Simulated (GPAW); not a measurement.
# O K-edge XANES of BaTiO3 (Barioperovskite, Amm2), part 2 of 2

Aim: the near-edge shape at the O K edge of BaTiO3 (Barioperovskite, Amm2), and what the core hole does to it.

GPAW 26.7.0; X-ray absorption from dipole matrix elements to empty bands, plane-wave PAW LDA.

So far. Step 2 (The field without a hole): The mesh shows a gap of 1.80 eV, so the hole is first treated in a charged cell, without the excited electron. Step 3 (Spectrum without a core hole, O atom 3): Main maxima below 24 eV (height): 1.7 eV (1.90), 5.5 eV (1.64), 7.2 eV (1.58) and 13.0 eV (1.25). A K edge sees empty p states; the first features are O p mixed into the empty d states of the Ti neighbours, and the broad ones above probably into the cations' higher empty bands.

**5. Spectrum with FCH, O atom 3 (continued)**

The O K spectrum, O atom 3, full core hole (charged cell) (energy from the lowest empty level; intensity scaled to a mean of 1 over the first 20 eV; polarised curves are means over the symmetry-equivalent atoms):

| E (eV) | isotropic | ε ∥ x | ε ∥ y | ε ∥ z |
| --- | --- | --- | --- | --- |
| -2.0 | 0.00 | 0.00 | 0.00 | 0.00 |
| -1.4 | 0.00 | 0.00 | 0.00 | 0.00 |
| -0.8 | 0.00 | 0.00 | 0.00 | 0.00 |
| -0.2 | 0.08 | 0.12 | 0.05 | 0.07 |
| 0.4 | 0.53 | 0.82 | 0.34 | 0.43 |
| 1.0 | 1.10 | 1.61 | 0.83 | 0.86 |
| 1.6 | 1.01 | 1.39 | 0.85 | 0.80 |
| 2.2 | 0.60 | 0.27 | 0.82 | 0.72 |
| 2.8 | 0.83 | 0.04 | 1.27 | 1.18 |
| 3.4 | 0.74 | 0.04 | 1.08 | 1.08 |
| 4.0 | 0.97 | 0.17 | 1.35 | 1.38 |
| 4.6 | 1.28 | 0.55 | 1.63 | 1.65 |
| 5.2 | 1.40 | 1.20 | 1.49 | 1.52 |
| 5.8 | 1.46 | 1.72 | 1.30 | 1.35 |
| 6.4 | 1.47 | 1.84 | 1.28 | 1.30 |
| 7.0 | 1.51 | 1.91 | 1.30 | 1.31 |
| 7.6 | 1.23 | 1.58 | 1.05 | 1.04 |
| 8.2 | 0.66 | 0.88 | 0.55 | 0.55 |
| 8.8 | 0.36 | 0.50 | 0.29 | 0.29 |
| 9.4 | 0.38 | 0.52 | 0.31 | 0.31 |
| 10.0 | 0.55 | 0.66 | 0.49 | 0.50 |
| 10.6 | 0.88 | 0.83 | 0.90 | 0.92 |
| 11.2 | 1.32 | 0.91 | 1.52 | 1.54 |
| 11.8 | 1.60 | 0.87 | 1.96 | 1.97 |
| 12.4 | 1.56 | 0.89 | 1.89 | 1.90 |
| 13.0 | 1.33 | 0.97 | 1.50 | 1.52 |
| 13.6 | 1.14 | 1.03 | 1.19 | 1.21 |
| 14.2 | 1.08 | 1.08 | 1.07 | 1.09 |
| 14.8 | 1.08 | 1.13 | 1.06 | 1.06 |
| 15.4 | 1.06 | 1.14 | 1.02 | 1.01 |
| 16.0 | 0.99 | 1.09 | 0.95 | 0.92 |
| 16.6 | 0.94 | 1.06 | 0.89 | 0.87 |
| 17.2 | 0.93 | 1.08 | 0.87 | 0.85 |
| 17.8 | 0.93 | 1.11 | 0.84 | 0.83 |
| 18.4 | 0.87 | 1.07 | 0.77 | 0.76 |
| 19.0 | 0.75 | 0.94 | 0.65 | 0.64 |
| 19.6 | 0.60 | 0.77 | 0.53 | 0.51 |
| 20.2 | 0.49 | 0.61 | 0.43 | 0.42 |
| 20.8 | 0.41 | 0.50 | 0.38 | 0.37 |
| 21.4 | 0.39 | 0.45 | 0.36 | 0.35 |
| 22.0 | 0.39 | 0.43 | 0.37 | 0.37 |
| 22.6 | 0.41 | 0.44 | 0.39 | 0.39 |
| 23.2 | 0.42 | 0.44 | 0.42 | 0.41 |
| 23.8 | 0.44 | 0.44 | 0.45 | 0.43 |
| 24.4 | 0.47 | 0.45 | 0.48 | 0.47 |
| 25.0 | 0.50 | 0.46 | 0.52 | 0.50 |
| 25.6 | 0.54 | 0.49 | 0.57 | 0.55 |
| 26.2 | 0.58 | 0.54 | 0.62 | 0.59 |
| 26.8 | 0.63 | 0.60 | 0.66 | 0.63 |
| 27.4 | 0.68 | 0.68 | 0.70 | 0.67 |
| 28.0 | 0.75 | 0.78 | 0.74 | 0.72 |
| 28.6 | 0.82 | 0.89 | 0.79 | 0.77 |
| 29.2 | 0.90 | 1.01 | 0.85 | 0.84 |
| 29.8 | 0.99 | 1.13 | 0.91 | 0.92 |
| 30.4 | 1.07 | 1.23 | 0.98 | 1.00 |
| 31.0 | 1.14 | 1.29 | 1.04 | 1.08 |
| 31.6 | 1.18 | 1.29 | 1.11 | 1.16 |

Main maxima below 24 eV (height): 1.3 eV (1.22), 2.8 eV (0.83), 6.9 eV (1.51) and 12.0 eV (1.62). 

The hole costs E(hole) − E(ground) = 524.34 eV, and the lowest empty level of the hole cell on the spectrum's mesh lies at 8.97 eV, which puts the zero at 533.30 eV. One term is added: -8.83 eV, since the hole is spin-paired here and a spin-polarised one costs that much less in the free atom (computed apart). The photon energy is then 524.47 eV. The functional and the charged cell's background leave an error in such absolute values: in the free atom LDA prices this hole 4.1 eV below PBE (computed apart), and PBE is itself good to a few eV.

**6. Excitation energy, O atom 3**

With the excited electron kept in the cell the system stays neutral, and the energy difference is an excitation energy by itself. In a small cell that electron takes up a good share of the lowest empty band, or all of one, which shifts the value from the true onset.

Changed against the first core-hole run: core hole to XCH, with the smearing that suits a partly filled band.

scf.py reads:

```python
import numpy as np
from ase import Atoms
from ase.parallel import parprint, paropen
from gpaw import GPAW, PW, FermiDirac, Mixer, MixerDif, setup_paths
from gpaw.test import gen
setup_paths.insert(0, '.')
gen('O', name='fch1s', xcname='LDA', corehole=(1, 0, 1), write_xml=True)
from gpaw.mpi import world
world.barrier()

atoms = Atoms('Ba4Ti4O12',
    cell=[[-3.9855, 5.6738, 0],
     [-3.9855, -5.6738, 0],
     [3.9855, 0, 5.6903]],
    scaled_positions=[[0, 0, 0],
     [0.5, 0.5, 0],
     [0, 0.5, 0.5],
     [0.5, 0, 0.5],
     [0.0062, 0.0062, 0.5124],
     [0.5062, 0.5062, 0.5124],
     [0.0062, 0.5062, 0.0124],
     [0.5062, 0.0062, 0.0124],
     [0.24592, 0.00262, 0.74854],
     [0.74592, 0.50262, 0.74854],
     [0.24592, 0.50262, 0.24854],
     [0.74592, 0.00262, 0.24854],
     [0.00262, 0.24592, 0.74854],
     [0.50262, 0.74592, 0.74854],
     [0.00262, 0.74592, 0.24854],
     [0.50262, 0.24592, 0.24854],
     [0.2437, 0.2437, 0.4874],
     [0.7437, 0.7437, 0.4874],
     [0.2437, 0.7437, 0.9874],
     [0.7437, 0.2437, 0.9874]],
    pbc=True)
atoms.calc = calc = GPAW(legacy_gpaw=True, mode=PW(500, force_complex_dtype=True), xc='LDA', setups={8: 'fch1s'},
    kpts={'size': (3, 3, 3), 'gamma': True}, occupations=FermiDirac(0.04),
    charge=-1, mixer=Mixer(0.1, 5, 50), maxiter=150,
    convergence={'density': 0.0001, 'eigenstates': 1e-6}, txt='scf.txt')
energy = atoms.get_potential_energy() + calc.get_reference_energy()
ef = calc.get_fermi_level()
out = dict(energy=energy, fermi=ef, forces=atoms.get_forces().tolist())
parprint(f'all-electron energy {energy:.4f} eV, Fermi level {ef:.4f} eV')
ev = np.array([[calc.get_eigenvalues(k, s) for k in range(len(calc.get_ibz_k_points()))] for s in range(calc.get_number_of_spins())])
out['homo'], out['lumo'], out['counts'] = ev[ev < ef].max(), ev[ev > ef].min(), sorted(set((ev < ef).sum((0, 2)).tolist()))
out['filled'] = (ev[:, 0] < ef).sum(1).tolist()
import json
with paropen('out.json', 'w') as f:
    json.dump(out, f)
```

Run with:

```
OMP_NUM_THREADS=1 mpirun -n 8 gpaw python scf.py
```

Wall time 52 s (8 MPI ranks of Arm Neoverse V2, shared host); peak memory 0.36 GiB.

The total-energy difference is 533.73 eV. With the free-atom term of -8.83 eV for this edge, the photon energy is 524.90 eV.

**7. With and without the hole**

Both curves are counted from their own zero, so only the shift of weight within the empty states shows.

| E (eV) | no hole | FCH |
| --- | --- | --- |
| -2.0 | 0.00 | 0.00 |
| -1.0 | 0.00 | 0.00 |
| 0.0 | 0.10 | 0.18 |
| 1.0 | 0.93 | 1.10 |
| 2.0 | 1.58 | 0.61 |
| 3.0 | 0.40 | 0.81 |
| 4.0 | 0.69 | 0.97 |
| 5.0 | 1.44 | 1.37 |
| 6.0 | 1.52 | 1.46 |
| 7.0 | 1.55 | 1.51 |
| 8.0 | 1.11 | 0.84 |
| 9.0 | 0.45 | 0.34 |
| 10.0 | 0.45 | 0.55 |
| 11.0 | 0.76 | 1.18 |
| 12.0 | 1.10 | 1.62 |
| 13.0 | 1.25 | 1.33 |
| 14.0 | 1.21 | 1.09 |
| 15.0 | 1.17 | 1.08 |
| 16.0 | 1.05 | 0.99 |
| 17.0 | 0.98 | 0.93 |
| 18.0 | 1.00 | 0.91 |
| 19.0 | 0.87 | 0.75 |
| 20.0 | 0.60 | 0.52 |
| 21.0 | 0.42 | 0.40 |
| 22.0 | 0.37 | 0.39 |
| 23.0 | 0.37 | 0.42 |
| 24.0 | 0.37 | 0.45 |
| 25.0 | 0.38 | 0.50 |
| 26.0 | 0.41 | 0.57 |
| 27.0 | 0.46 | 0.65 |
| 28.0 | 0.52 | 0.75 |
| 29.0 | 0.60 | 0.87 |
| 30.0 | 0.69 | 1.02 |
| 31.0 | 0.80 | 1.14 |
| 32.0 | 0.89 | 1.20 |

With each curve scaled to its own mean, the area from −2 to 6 eV with the hole is 5.9 against 6.0, and the centre of weight from −1 to 20 eV moves by -0.0 eV (first and strongest maxima below 20 eV: 1.7 eV (1.90), 5.5 eV (1.64) and 7.2 eV (1.58) without the hole, 1.3 eV (1.22), 6.9 eV (1.51) and 12.0 eV (1.62) with it); the shape changes all the same, by 26 % r.m.s.

**8. Summary of results**

* absorber and edge: O K, atom 3 of the ground-state input (counted from 1)
* surroundings: 1 Ti at 1.93 Å and 1 Ti at 2.09 Å (linear, site symmetry m)
* highest intensity below 16 eV: 12.0 eV above the zero, height 1.62
* photon energy of the zero, with the added terms: 524.5 eV (raw 533.3 eV; LDA puts this hole about 4 eV below PBE, itself good to a few eV)

**Reading.** The O K edge of atom 3, with 1 Ti at 1.93 Å and 1 Ti at 2.09 Å (linear, site symmetry m), has its highest intensity of the first 16 eV at 12.0 eV above the zero, near 536 eV in photon energy (LDA puts this hole about 4 eV below PBE, itself good to a few eV), 1.6 times the mean level of the first 20 eV (Gaussian full width 0.9 eV up to 4 eV, rising linearly to 3.5 eV at 25 eV). With each curve scaled to its own mean, the area from −2 to 6 eV with the hole is 5.9 against 6.0, and the centre of weight from −1 to 20 eV moves by -0.0 eV (first and strongest maxima below 20 eV: 1.7 eV (1.90), 5.5 eV (1.64) and 7.2 eV (1.58) without the hole, 1.3 eV (1.22), 6.9 eV (1.51) and 12.0 eV (1.62) with it); the shape changes all the same, by 26 % r.m.s. The neutral-cell energy lies +0.4 eV from the charged-cell zero, a gap made of the charged-cell error and of where the added electron settles. At the O K edge of atom 3 polarisation matters most near 4.2 eV, where the curves differ by 1.3 on this scale. The same cell was also set up in Quantum ESPRESSO; that part failed, was judged unsound or used a data set known to give false states; its runs are listed without their results. The crystal has 2 inequivalent O sites and not all are shown here, while a measurement adds them all. The mesh is coarse (0.28 Å⁻¹ between points), so small maxima may be mesh ripples. The structure is a published determination, not relaxed.

[Logs are printed without paths, hosts, clocks, repeated set-up lines and the standing remarks that a program may print on its own settings, such as how far it seeks lower states.]

[Hosts, paths, dates, database ids (printed as entryN), source tags and the programs' standing remarks are cut or masked in the printed files.]

[Lists of maxima count a maximum above −3 eV only where it reaches 4 % of the highest in the window and stands out from its surroundings by 2 % of it (1.5 % where it reaches 55 %); shoulders and weaker maxima are passed over, and of the rest the first, up to two pre-edge ones and the few strongest are named.]
